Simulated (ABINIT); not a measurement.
# Te2Mo (P6_3/mmc): G0W0 in ABINIT against the bands in the screening

Aim: move the bands in the screening of a G0W0 run on Te2Mo (P6_3/mmc) over a wide range.

Method: PBE and many-body steps on it, plane waves, in ABINIT 10.8.3.

Most raw output is cut from this account.

## 1. Set-up

It takes space group P6_3/mmc (No. 194, hexagonal). Conventional cell: a = 3.518 Å, b = 3.518 Å, c = 13.974 Å, α = 90.00°, β = 90.00°, γ = 120.00°. Nearest to Te lie 3 Mo at 2.72 Å. Mo has 6 Te at 2.72 Å nearest. Farther neighbours and most contacts between anions are not listed.

The cell and positions come from the Crystallography Open Database and are kept as given unless a step says otherwise. Spin-orbit coupling is left out unless a step names it.

## 2. Screening, 3×3×1 mesh, 54 bands, screening to 106.1 eV

This step: ABINIT 10.8.3; RPA screening on PBE, plane waves, norm-conserving pseudopotentials.

The RPA dielectric matrix is built and inverted for each q.

Contents of run.abi:

```
acell 3*1.0 Angstrom
rprim 
  3.518200000003 -0.000000000001 0.000000000000
  -1.759100000001 3.046850575598 0.000000000000
  0.000000000000 0.000000000000 13.973600000000
ntypat 2
znucl 52 42
natom 6
typat 1 1 1 1 2 2
xred 
  0.333333333333 0.666666666667 0.621000000000
  0.666666666667 0.333333333333 0.121000000000
  0.333333333333 0.666666666667 0.879000000000
  0.666666666667 0.333333333333 0.379000000000
  0.333333333333 0.666666666667 0.250000000000
  0.666666666667 0.333333333333 0.750000000000
pp_dirpath "pseudos"
pseudos "Te.upf, Mo.upf"
ecut 36
ngkpt 3 3 1
nshiftk 1
shiftk 0 0 0
kptopt 1
chksymbreak 0
istwfk *1
occopt 1
irdwfk 1
optdriver 3
nband 54
ecuteps 3.9
inclvkb 2
awtr 1
symchi 1
indata_prefix "in"
outdata_prefix "out"
tmpdata_prefix "tmp"
```

Command:

```bash
$ OMP_NUM_THREADS=1 mpirun -n 8 abinit run.abi > log
```

Run time: 15 s. Hardware: 8 MPI ranks of Intel Xeon Platinum 8488C (Sapphire Rapids), shared host; peak memory 2 GiB.

Numbers from this step:

```
ε∞ with local fields, on this mesh, along the program's q direction : 18.00
the same without local fields                                       : 20.68
plasma frequency                                                    : 29.10 eV
plane waves in the screening matrix                                 : 341
```

Local fields lower ε∞ by 13 %. On a Γ-centred mesh this coarse the value itself is usually too large, while a short band sum pulls it down.

## 3. 54 bands

This step: G0W0 on PBE, plane waves, norm-conserving pseudopotentials.

run.abi: that of step 2 with these lines changed.

```diff
@@ -27,8 +27,17 @@
 irdwfk 1
-optdriver 3
-nband 54
+optdriver 4
+nband 132
+gwcalctyp 0
+ecutsigx 36
+symsigma 1
+nkptgw 2
+kptgw 
+  0.0000000000 0.0000000000 0.0000000000
+  0.3333333333 0.3333333333 0.0000000000
+bdgw 
+  45 48
+  45 48
 ecuteps 3.9
-inclvkb 2
-awtr 1
-symchi 1
+irdscr 1
+ppmodel 1
 indata_prefix "in"
```

Run time: 12 s. Hardware: 8 MPI ranks; peak memory 1.8 GiB.

This step gave:

| Quantity | Value |
| --- | --- |
| G0W0 gap on the points computed | 1.517 eV |
| starting gap on the mesh | 0.9565 eV |
| k of the valence top | 0, 0, 0 |
| k of the conduction bottom | 0.3333, 0.3333, 0 |
| Z at the valence top | 0.718 |
| Z at the conduction bottom | 0.699 |
| least direct G0W0 gap on the computed points | 1.531 eV |

## 4. Screening, 3×3×1 mesh, 65 bands, screening to 106.1 eV

This step: RPA screening on PBE, plane waves, norm-conserving pseudopotentials.

run.abi: that of step 3 with these lines changed.

```diff
@@ -27,17 +27,8 @@
 irdwfk 1
-optdriver 4
-nband 132
-gwcalctyp 0
-ecutsigx 36
-symsigma 1
-nkptgw 2
-kptgw 
-  0.0000000000 0.0000000000 0.0000000000
-  0.3333333333 0.3333333333 0.0000000000
-bdgw 
-  45 48
-  45 48
+optdriver 3
+nband 65
 ecuteps 3.9
-irdscr 1
-ppmodel 1
+inclvkb 2
+awtr 1
+symchi 1
 indata_prefix "in"
```

It took 20 s on 8 MPI ranks; peak memory 2.1 GiB.

This step gave:

* ε∞ with local fields, on this mesh, along the program's q direction: 20.05
* the same without local fields: 22.76
* plasma frequency: 29.10 eV
* plane waves in the screening matrix: 341

## 5. 65 bands

The self-energy is evaluated for the states that the input lists, and the levels follow from it, in one-shot runs by the linearised quasiparticle equation.

This step: G0W0 on PBE, plane waves, norm-conserving pseudopotentials.

run.abi: that of step 4 with these lines changed.

```diff
@@ -27,8 +27,17 @@
 irdwfk 1
-optdriver 3
-nband 65
+optdriver 4
+nband 132
+gwcalctyp 0
+ecutsigx 36
+symsigma 1
+nkptgw 2
+kptgw 
+  0.0000000000 0.0000000000 0.0000000000
+  0.3333333333 0.3333333333 0.0000000000
+bdgw 
+  45 48
+  45 48
 ecuteps 3.9
-inclvkb 2
-awtr 1
-symchi 1
+irdscr 1
+ppmodel 1
 indata_prefix "in"
```

Run time: 11 s. Hardware: 8 MPI ranks; peak memory 1.8 GiB; 80 s of CPU time.

This step gave:

- G0W0 gap on the points computed: 1.485 eV
- starting gap on the mesh: 0.9565 eV
- k of the valence top: 0, 0, 0
- k of the conduction bottom: 0.3333, 0.3333, 0
- Z at the valence top: 0.751
- Z at the conduction bottom: 0.737
- least direct G0W0 gap on the computed points: 1.516 eV

The gap on the mesh goes from 0.96 eV to 1.49 eV, a correction of +0.53 eV.

## 6. Screening, 3×3×1 mesh, 132 bands, screening to 106.1 eV

This step: RPA screening on PBE, plane waves, norm-conserving pseudopotentials.

run.abi: that of step 5 with these lines changed.

```diff
@@ -27,17 +27,8 @@
 irdwfk 1
-optdriver 4
+optdriver 3
 nband 132
-gwcalctyp 0
-ecutsigx 36
-symsigma 1
-nkptgw 2
-kptgw 
-  0.0000000000 0.0000000000 0.0000000000
-  0.3333333333 0.3333333333 0.0000000000
-bdgw 
-  45 48
-  45 48
 ecuteps 3.9
-irdscr 1
-ppmodel 1
+inclvkb 2
+awtr 1
+symchi 1
 indata_prefix "in"
```

Wall time 57 s (8 MPI ranks); peak memory 2.6 GiB.

This step gave:

```yaml
eps_infinity_with_local_fields_on_this_mesh_along_the_program_s_q_direction: 20.48
the_same_without_local_fields: 23.07
plasma_frequency: 29.10 eV
plane_waves_in_the_screening_matrix: 341
```

## 7. 132 bands

This step: G0W0 on PBE, plane waves, norm-conserving pseudopotentials.

run.abi: that of step 6 with these lines changed.

```diff
@@ -27,8 +27,17 @@
 irdwfk 1
-optdriver 3
+optdriver 4
 nband 132
+gwcalctyp 0
+ecutsigx 36
+symsigma 1
+nkptgw 2
+kptgw 
+  0.0000000000 0.0000000000 0.0000000000
+  0.3333333333 0.3333333333 0.0000000000
+bdgw 
+  45 48
+  45 48
 ecuteps 3.9
-inclvkb 2
-awtr 1
-symchi 1
+irdscr 1
+ppmodel 1
 indata_prefix "in"
```

The job ended after 10 s (8 MPI ranks; peak memory 1.8 GiB).

Numbers from this step:

| Item | Value |
| --- | --- |
| G0W0 gap on the points computed | 1.526 eV |
| starting gap on the mesh | 0.9565 eV |
| k of the valence top | 0, 0, 0 |
| k of the conduction bottom | 0.3333, 0.3333, 0 |
| least direct G0W0 gap on the computed points | 1.562 eV |

Against the run before, the gap moves by +0.041 eV.

## 8. Screening, 3×3×1 mesh, 245 bands, screening to 106.1 eV

This step: RPA screening on PBE, plane waves, norm-conserving pseudopotentials.

run.abi: that of step 7 with these lines changed.

```diff
@@ -27,17 +27,8 @@
 irdwfk 1
-optdriver 4
-nband 132
-gwcalctyp 0
-ecutsigx 36
-symsigma 1
-nkptgw 2
-kptgw 
-  0.0000000000 0.0000000000 0.0000000000
-  0.3333333333 0.3333333333 0.0000000000
-bdgw 
-  45 48
-  45 48
+optdriver 3
+nband 245
 ecuteps 3.9
-irdscr 1
-ppmodel 1
+inclvkb 2
+awtr 1
+symchi 1
 indata_prefix "in"
```

Run time: 1.9 min. Hardware: 8 MPI ranks; peak memory 3 GiB.

This step gave:

| Quantity | Value |
| --- | --- |
| ε∞ with local fields, on this mesh, along the program's q direction | 20.58 |
| the same without local fields | 23.11 |
| plasma frequency | 29.10 eV |
| plane waves in the screening matrix | 341 |

## 9. 245 bands

This step: G0W0 on PBE, plane waves, norm-conserving pseudopotentials.

run.abi: that of step 8 with these lines changed.

```diff
@@ -27,8 +27,17 @@
 irdwfk 1
-optdriver 3
-nband 245
+optdriver 4
+nband 132
+gwcalctyp 0
+ecutsigx 36
+symsigma 1
+nkptgw 2
+kptgw 
+  0.0000000000 0.0000000000 0.0000000000
+  0.3333333333 0.3333333333 0.0000000000
+bdgw 
+  45 48
+  45 48
 ecuteps 3.9
-inclvkb 2
-awtr 1
-symchi 1
+irdscr 1
+ppmodel 1
 indata_prefix "in"
```

The job ended after 12 s (8 MPI ranks; peak memory 1.8 GiB).

This step gave:

| Quantity | Value |
| --- | --- |
| G0W0 gap on the points computed | 1.534 eV |
| starting gap on the mesh | 0.9565 eV |
| k of the valence top | 0, 0, 0 |
| k of the conduction bottom | 0.3333, 0.3333, 0 |
| least direct G0W0 gap on the computed points | 1.572 eV |

Against the run before, the gap moves by +0.008 eV.

## 10. The runs together

Times are wall times on 8 MPI ranks of Intel Xeon Platinum 8488C (Sapphire Rapids), shared host, good to a factor of about two. A run's time includes the screening step that it read.

| run | mesh | bands | screening cutoff (eV) | DFT gap (eV) | gap on the mesh (eV) | direct (eV) | ε∞ used | time |
| --- | --- | --- | --- | --- | --- | --- | --- | --- |
| 54 bands | 3×3×1 | 132 | 106.1 | 0.956 | 1.517 | 1.531 | 18.00 | 27 s |
| 65 bands | 3×3×1 | 132 | 106.1 | 0.956 | 1.485 | 1.516 | 20.05 | 31 s |
| 132 bands | 3×3×1 | 132 | 106.1 | 0.956 | 1.526 | 1.562 | 20.48 | 67 s |
| 245 bands | 3×3×1 | 132 | 106.1 | 0.956 | 1.534 | 1.572 | 20.58 | 2.1 min |

## 11. Summary of results

```
54 bands     : 1.517 eV
65 bands     : 1.485 eV
132 bands    : 1.526 eV
245 bands    : 1.534 eV
known limits : not at the basis limit; exchange with frozen shells missing; no spin-orbit coupling; coarse k mesh
```

The setting moved: bands in the screening. From 54 bands to 245 bands the gap moves by +0.02 eV, for 4.6 times the time, not steadily: it passes through 1.49 eV. It holds to 0.03 eV from 132 bands on. Bands and screening cutoff are coupled, so a series along one setting does not show full convergence. Bands and cutoff are finite, so the gap is not at the basis limit. The miss can reach some tenths of an eV and take either sign; the mesh is an error of its own. In the first G0W0 run levels were corrected at 2 k points alone, so a gap called «on the mesh» is the least over those, and an edge elsewhere would be missed. The 3×3×1 mesh is coarse for this cell, which bears on the long-range parts of exchange and screening. The norm-conserving file of at least one element keeps a d shell over frozen s and p shells of the same row. Exchange with those shells is missing from the self-energy, an error of 0.3 to 0.9 eV in cases checked, whose sign depends on which edge lies on those atoms. The many-body steps are scalar-relativistic: spin-orbit coupling is not in them.

[Paths, hosts, dates, memory and timing lines, banners, echoed tables and standing remarks are left out of the program output.]

[Logs are printed without paths, hosts, clocks, repeated set-up lines and the standing remarks that a program may print on its own settings, such as how far it seeks lower states.]

[Runs of the session that timed out or met a known fault of the program may be left out.]

[No measured gap is set beside runs whose start may be inverted or whose files or cutoffs have a known fault.]

[Hosts, paths, dates, database ids (printed as entryN), source tags and the programs' standing remarks are cut or masked in the printed files.]

[G0W0 gaps are taken among the corrected bands and points alone; a level outside them can change the order at an edge.]

[Where Ansatz stands beside ABINIT at settings called matched, ABINIT's density can come from a denser mesh and the files from another edition; pairs whose starting gaps differed by over 0.03 eV were left out, so agreement reads better than it is.]
